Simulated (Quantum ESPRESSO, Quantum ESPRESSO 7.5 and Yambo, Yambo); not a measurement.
**Quasiparticle gap of GaP (F-43m) in Yambo**

How does a plane-wave GW calculation on GaP (F-43m) run from the first input to the gap?

Calculated with Quantum ESPRESSO 7.5 and Yambo 5.3.0; PBE and many-body steps on it, plane waves.

**What was measured.**

- Gap 2.25 ± 0.04 eV: optical gap from Tauc plot (fundamental, indirect); spectroscopic ellipsometry, Tauc-Lorentz fit and Tauc plot; 300 K; film (GaP layer on Si reference sample) on Si (“Assessment of GaPSb/Si tandem material association properties for photoelectrochemical cells”, 2020, arxiv:2002.02774).

Report form: the programs' logs are mostly left out.

### 1. Set-up

Symmetry: F-43m, No. 216, cubic system. Conventional cell: a = 5.450 Å, b = 5.450 Å, c = 5.450 Å, α = 90.00°, β = 90.00°, γ = 90.00°. Nearest to Ga lie 4 P at 2.36 Å. Nearest to P lie 4 Ga at 2.36 Å. Farther neighbours are not listed.

The cell and positions come from the Crystallography Open Database and are kept as given unless a step says otherwise.

### 2. Ground state

This step: Quantum ESPRESSO 7.5; DFT, PBE, plane waves, norm-conserving pseudopotentials.

The ground-state density comes first.

File pw.in:

```
&control
  calculation = 'scf'
  prefix = 'x'
  outdir = 'o'
  pseudo_dir = 'pseudo'
/
&system
  ibrav = 0
  nat = 2
  ntyp = 2
  ecutwfc = 104.0
  nbnd = 18
  force_symmorphic = .true.
/
&electrons
  conv_thr = 1e-10
  electron_maxstep = 80
  mixing_beta = 0.5
/
ATOMIC_SPECIES
  Ga 69.723 Ga.upf
  P 30.974 P.upf
CELL_PARAMETERS angstrom
  0.0000000000 2.7252500000 2.7252500000
  2.7252500000 0.0000000000 2.7252500000
  2.7252500000 2.7252500000 0.0000000000
ATOMIC_POSITIONS crystal
  Ga 0.0000000000 0.0000000000 0.0000000000
  P 0.2500000000 0.2500000000 0.2500000000
K_POINTS automatic
  6 6 6 0 0 0
```

Started as:

```bash
> OMP_NUM_THREADS=1 mpirun -n 8 pw.x -nk 8 -in pw.in > pw.out
```

Elapsed: 3.7 s, on 8 MPI ranks of Arm Neoverse V2, shared host; peak memory 0.63 GiB; 29 s of CPU time.

This step gave:

```
total energy               : -6946.6263 eV
gap                        : 1.653 eV
k of the valence top       : 0, 0, 0
k of the conduction bottom : 0, -0.5, -0.5
least direct gap           : 1.818 eV
```

The gap is indirect, with the least direct gap 0.16 eV higher.

### 3. Bands along the symmetry lines

Levels along a band path, at the cheap level, show where the edges lie and whether the meshes to come will hold them.

File pw.in:

```
&control
  calculation = 'bands'
  prefix = 'x'
  outdir = 'o'
  pseudo_dir = 'pseudo'
/
&system
  ibrav = 0
  nat = 2
  ntyp = 2
  ecutwfc = 104.0
  nbnd = 19
  force_symmorphic = .true.
/
&electrons
  conv_thr = 1e-9
  electron_maxstep = 80
  diago_full_acc = .true.
  diago_thr_init = 5e-6
/
ATOMIC_SPECIES
  Ga 69.723 Ga.upf
  P 30.974 P.upf
CELL_PARAMETERS angstrom
  0.0000000000 2.7252500000 2.7252500000
  2.7252500000 0.0000000000 2.7252500000
  2.7252500000 2.7252500000 0.0000000000
ATOMIC_POSITIONS crystal
  Ga 0.0000000000 0.0000000000 0.0000000000
  P 0.2500000000 0.2500000000 0.2500000000
K_POINTS crystal
  50
  0.00000000 0.00000000 0.00000000 1
  -0.06250000 -0.06250000 0.00000000 1
  -0.12500000 -0.12500000 0.00000000 1
  -0.18750000 -0.18750000 0.00000000 1
  -0.25000000 -0.25000000 0.00000000 1
  -0.31250000 -0.31250000 0.00000000 1
  -0.37500000 -0.37500000 0.00000000 1
  -0.43750000 -0.43750000 0.00000000 1
  -0.50000000 -0.50000000 0.00000000 1
  -0.48437500 -0.48437500 0.03125000 1
  -0.46875000 -0.46875000 0.06250000 1
  -0.45312500 -0.45312500 0.09375000 1
  -0.43750000 -0.43750000 0.12500000 1
  -0.42187500 -0.42187500 0.15625000 1
  -0.40625000 -0.40625000 0.18750000 1
  -0.39062500 -0.39062500 0.21875000 1
  -0.37500000 -0.37500000 0.25000000 1
  -0.37500000 0.00000000 0.37500000 1
  -0.32812500 0.00000000 0.32812500 1
  -0.28125000 0.00000000 0.28125000 1
  -0.23437500 0.00000000 0.23437500 1
  -0.18750000 0.00000000 0.18750000 1
  -0.14062500 0.00000000 0.14062500 1
  -0.09375000 0.00000000 0.09375000 1
  -0.04687500 0.00000000 0.04687500 1
  0.00000000 0.00000000 0.00000000 1
  0.00000000 0.00000000 0.06250000 1
  0.00000000 0.00000000 0.12500000 1
  0.00000000 0.00000000 0.18750000 1
  0.00000000 0.00000000 0.25000000 1
  0.00000000 0.00000000 0.31250000 1
  0.00000000 0.00000000 0.37500000 1
  0.00000000 0.00000000 0.43750000 1
  -0.00000000 -0.00000000 0.50000000 1
  -0.06250000 -0.03125000 0.46875000 1
  -0.12500000 -0.06250000 0.43750000 1
  -0.18750000 -0.09375000 0.40625000 1
  -0.25000000 -0.12500000 0.37500000 1
  -0.31250000 -0.15625000 0.34375000 1
  -0.37500000 -0.18750000 0.31250000 1
  -0.43750000 -0.21875000 0.28125000 1
  -0.50000000 -0.25000000 0.25000000 1
  -0.50000000 -0.28125000 0.21875000 1
  -0.50000000 -0.31250000 0.18750000 1
  -0.50000000 -0.34375000 0.15625000 1
  -0.50000000 -0.37500000 0.12500000 1
  -0.50000000 -0.40625000 0.09375000 1
  -0.50000000 -0.43750000 0.06250000 1
  -0.50000000 -0.46875000 0.03125000 1
  -0.50000000 -0.50000000 0.00000000 1
```

The job ended after 3.3 s (8 MPI ranks; peak memory 0.56 GiB).

Numbers from this step:

```
gap                        : 1.594 eV
k of the valence top       : 0, 0, 0
k of the conduction bottom : -0.4375, -0.4375, 0
least direct gap           : 1.818 eV
```

The gap is 1.594 eV, −0.059 eV from the run before at this level.

Electronic bands along the path, in eV, zero at the top of the highest filled band:

```csv
point,band 10,band 11,band 12,band 13,band 14,band 15,band 16,band 17
Γ,-12.49,0.00,0.00,0.00,1.82,3.89,3.89,3.89
halfway,-11.46,-3.67,-1.68,-1.68,2.18,3.72,6.74,6.74
X,-9.53,-6.75,-2.68,-2.68,1.65,1.82,10.58,10.58
halfway,-9.51,-6.70,-3.24,-2.57,1.85,2.75,9.52,9.66
U,-9.56,-6.55,-3.94,-2.25,2.19,4.80,8.23,8.26
jump to K,-9.56,-6.55,-3.94,-2.25,2.19,4.80,8.23,8.26
halfway,-11.35,-4.24,-2.44,-0.66,3.29,4.99,5.00,5.87
Γ,-12.49,0.00,0.00,0.00,1.82,3.89,3.89,3.89
halfway,-11.72,-3.88,-0.66,-0.66,2.15,4.74,4.74,6.34
L,-10.43,-6.63,-1.12,-1.12,1.67,4.72,4.72,8.28
halfway,-10.02,-6.42,-3.19,-1.93,3.45,4.30,6.45,7.91
W,-9.44,-6.55,-3.57,-3.42,4.70,4.86,6.10,6.15
halfway,-9.48,-6.66,-3.16,-3.09,2.77,2.94,8.49,8.58
X,-9.53,-6.75,-2.68,-2.68,1.65,1.82,10.58,10.58
```

### 4. Empty states on the mesh, 4×4×4 mesh, 181 bands

The sums over transitions need many empty states on a uniform mesh; this step solves for them.

File pw.in:

```
&control
  calculation = 'nscf'
  prefix = 'x'
  outdir = 'o'
  pseudo_dir = 'pseudo'
/
&system
  ibrav = 0
  nat = 2
  ntyp = 2
  ecutwfc = 104.0
  nbnd = 181
  force_symmorphic = .true.
/
&electrons
  conv_thr = 1e-9
  electron_maxstep = 80
  diago_full_acc = .true.
  diago_thr_init = 5e-6
/
ATOMIC_SPECIES
  Ga 69.723 Ga.upf
  P 30.974 P.upf
CELL_PARAMETERS angstrom
  0.0000000000 2.7252500000 2.7252500000
  2.7252500000 0.0000000000 2.7252500000
  2.7252500000 2.7252500000 0.0000000000
ATOMIC_POSITIONS crystal
  Ga 0.0000000000 0.0000000000 0.0000000000
  P 0.2500000000 0.2500000000 0.2500000000
K_POINTS automatic
  4 4 4 0 0 0
```

Started as:

```bash
> OMP_NUM_THREADS=1 mpirun -n 8 pw.x -nk 4 -in pw.in > pw.out
```

Run time: 8.7 s. Hardware: 8 MPI ranks; peak memory 0.78 GiB.

This step gave:

```yaml
gap: 1.653 eV
k_of_the_valence_top: 0, 0, 0
k_of_the_conduction_bottom: 0, -0.5, -0.5
least_direct_gap: 1.818 eV
k_points_computed: 8
lowest_point_of_the_top_converged_band_above_the_valence_top: 137.8218 eV
```

On this mesh the gap is 1.653 eV.

### 5. Conversion and set-up

This step: Yambo 5.3.0; conversion and set-up on PBE, plane waves, norm-conserving pseudopotentials.

The states are converted to the many-body program's format and the q mesh is built.

Started as:

```bash
> (cd o/x.save; p2y > p2y.log; mv SAVE ../..); yambo > setup.log
```

Elapsed: 2.5 s, on 1 MPI rank; peak memory 0.25 GiB.

### 6. Screening and self-energy, 4×4×4 mesh, 181 bands, screening to 210.9 eV

Now the one-shot GW correction: screening in the RPA, then the self-energy of the levels asked for.

This step: G0W0 on PBE, plane waves, norm-conserving pseudopotentials.

File gw1.in:

```
HF_and_locXC
gw0
dyson
ppa
em1d
rim_cut
RandQpts= 1000000
RandGvec= 1 RL
EXXRLvcs= 104 Ry
VXCRLvcs= 416 Ry
Chimod= "HARTREE"
% BndsRnXp
 1 | 181 |
%
NGsBlkXp= 15.5 Ry
% LongDrXp
 1 | 1 | 1 |
%
% GbndRnge
 1 | 181 |
%
DysSolver= "n"
ExtendOut
PPAPntXp= 27.21138 eV
% QPkrange
 1 | 8 | 11 | 17 |
%
```

Started as:

```bash
> OMP_NUM_THREADS=1 mpirun -n 8 yambo -F gw1.in -J gw1 -C gw1 > gw1.log
```

Wall time 6 min (8 MPI ranks); peak memory 3.8 GiB; 48 min of CPU time.

Numbers from this step:

- G0W0 gap on the mesh: 2.304 eV
- starting gap on the mesh: 1.653 eV
- k of the valence top: 0, 0, 0
- k of the conduction bottom: 0, -0.5, -0.5
- least direct G0W0 gap on the computed points: 2.685 eV
- Z at the valence top: 0.7842
- Z at the conduction bottom: 0.8088

The gap on the mesh goes from 1.65 eV to 2.30 eV, a correction of +0.65 eV.

Limits: finite bands, cutoff and mesh; no spin-orbit coupling; coarse k mesh. v1 is the top filled band, c1 the lowest empty one. Levels before and after the correction, in eV, zero at the valence-band top of each column:

```csv
,conduction bottom,valence top
Kohn-Sham,1.65,0.00
G0W0,2.30,0.00
```

```csv
,level,energy (eV)
Kohn-Sham,Γ v3-v1,0.000
Kohn-Sham,Γ c1,1.818
Kohn-Sham,Γ c2-c4,3.887
Kohn-Sham,(0 -0.5 -0.5) v3,-6.754
Kohn-Sham,(0 -0.5 -0.5) v2-v1,-2.683
Kohn-Sham,(0 -0.5 -0.5) c1,1.653
Kohn-Sham,(0 -0.5 -0.5) c2,1.825
Kohn-Sham,(0 -0.5 -0.5) c3-c4,10.577
G0W0,Γ v3-v1,0.000
G0W0,Γ c1,2.685
G0W0,Γ c2-c4,4.819
G0W0,(0 -0.5 -0.5) v3,-6.794
G0W0,(0 -0.5 -0.5) v2-v1,-2.769
G0W0,(0 -0.5 -0.5) c1,2.304
G0W0,(0 -0.5 -0.5) c2,2.592
G0W0,(0 -0.5 -0.5) c3-c4,11.472
```

### 7. Where the time went

Times are wall times on the hardware named with each run, good to a factor of about two.

```csv
step,time,share,memory (GiB)
ground state,3.7 s,1 %,0.63
bands along the symmetry lines,3.3 s,1 %,0.56
empty states on the mesh,8.7 s,2 %,0.78
conversion and set-up,2.5 s,1 %,0.25
screening and self-energy,6 min,95 %,3.8
```

### 8. Outcome

```
PBE gap                              : 1.59 eV, indirect
G0W0 gap on the mesh                 : 2.30 eV
G0W0 gap over the zone (rigid shift) : 2.24 eV
GW settings                          : 4×4×4 mesh, 181 bands, screening to 210.9 eV, Godby-Needs plasmon pole
known limits                         : not at the basis limit; no spin-orbit coupling; coarse k mesh
```

What this shows: G0W0 moves the gap on the mesh from 1.65 eV to 2.30 eV (+0.65 eV), with Z of 0.78 and 0.81 at the edges. The mesh misses the band edges by 0.06 eV in all; a rigid shift gives 2.24 eV for the zone. The dearest step here is «screening and self-energy». Against experiment, by G0W0@PBE: the gap of 2.24 eV lies −0.01 eV from the measured 2.25 ± 0.04 eV (indirect, 300 K, on Si, 2020). The calculation has static nuclei and no excitons; a measured gap holds zero-point and thermal motion, which mostly lowers it. Bands and cutoff are finite, so the gap is not at the basis limit. The miss can reach some tenths of an eV and take either sign; the mesh is an error of its own. A denser mesh or path gives a starting gap of 1.59 eV: the GW mesh misses a band edge, so its gaps are not the fundamental one. The 4×4×4 mesh is coarse for this cell, which bears on the long-range parts of exchange and screening. The many-body steps are scalar-relativistic: spin-orbit coupling is not in them.

[Paths, hosts, dates, memory and timing lines, banners, echoed tables and standing remarks are left out of the program output.]

[Logs are printed without paths, hosts, clocks, repeated set-up lines and the standing remarks that a program may print on its own settings, such as how far it seeks lower states.]

[Runs of the session that timed out or met a known fault of the program may be left out.]

[Hosts, paths, dates, database ids (printed as entryN), source tags and the programs' standing remarks are cut or masked in the printed files.]
